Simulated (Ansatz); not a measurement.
**ZrB2 (P6/mmm): the Drude term of Re ε in the infrared**

Re ε of ZrB2 (P6/mmm) along x at low photon energies is read from one computed spectrum; the carriers' damping was typed as γ = 0.05 eV. x, y and z are the Cartesian axes of the input cell.

Symmetry: P6/mmm, No. 191, hexagonal system. The conventional cell has a = 3.170 Å, b = 3.170 Å, c = 3.533 Å, α = 90.00°, β = 90.00°, γ = 120.00°. Around Zr on site a lie 12 B at 2.54 Å. Around B on site d lie 3 B at 1.83 Å.

Method: Ansatz 0.2.0, PBE, independent particles, k-mesh 12×12×10 with interpolation inside its cells, Gaussian parameter 0.15 eV.

Launch of the response step: `ansatz run input.yaml --threads 4 --pin off --max-ram 8192MiB --backend cpu --events-out ev --progress --plain --runs-dir out`. The run took 61 s, on 4 threads of Intel(R) Xeon(R) Platinum 8488C (Sapphire Rapids) (shared host).

```tsv
photon energy E (eV)	wavelength (µm)	Re ε
0.25	4.96	-254.0
0.30	4.13	-165.8
0.35	3.54	?
0.40	3.10	-77.0
0.50	2.48	-36.3
0.60	2.07	-15.3
0.70	1.77	-3.9
```

A Drude term over a constant background gives Re ε = ε_b − ωp²/(E² + γ²), linear in 1/(E² + γ²).

Working, on the rows shown:

| x = 1/(E² + γ²) (eV⁻²) | y = Re ε |
| --- | --- |
| 15.3846 | -254 |
| 10.8108 | -165.8 |
| 6.15385 | -77 |
| 3.9604 | -36.3 |
| 2.75862 | -15.3 |
| 2.03046 | -3.9 |

Means: x̄ = 6.8498, ȳ = -92.05. Σ(x − x̄)(y − ȳ) = -2585, Σ(x − x̄)² = 137.3. Slope = -2585 / 137.3 = -18.82; intercept = ȳ − slope · x̄ = 36.872. The line misses the rows shown by at most 2.6.

**Question.** What does the fit predict for the withheld row, and how well does it do?

**Answer.** At x = 8 the line gives y = -113.7. The run gave -112.0, so the interpolation is off by 1.7, 0.7 % of the range in the table.

Refitted with all rows, the slope is -18.81 and the intercept 37.03. These give ωp = √(−slope) = 4.34 eV, against 4.45 eV from the program's Fermi-surface sum, and an intercept of 37.0. Taking the program's Drude term off the rows leaves 51 at the lowest energy and 36 at the highest, so the background isn't constant: interband transitions lie in or near the window, and neither fitted number can be trusted. The values come from a sum over the points of one k-mesh and carry its error, which is largest for Fermi-surface quantities. Spin-orbit coupling is left out.

[Logs are printed without paths, hosts, clocks, repeated set-up lines and the standing remarks that a program may print on its own settings, such as how far it seeks lower states.]
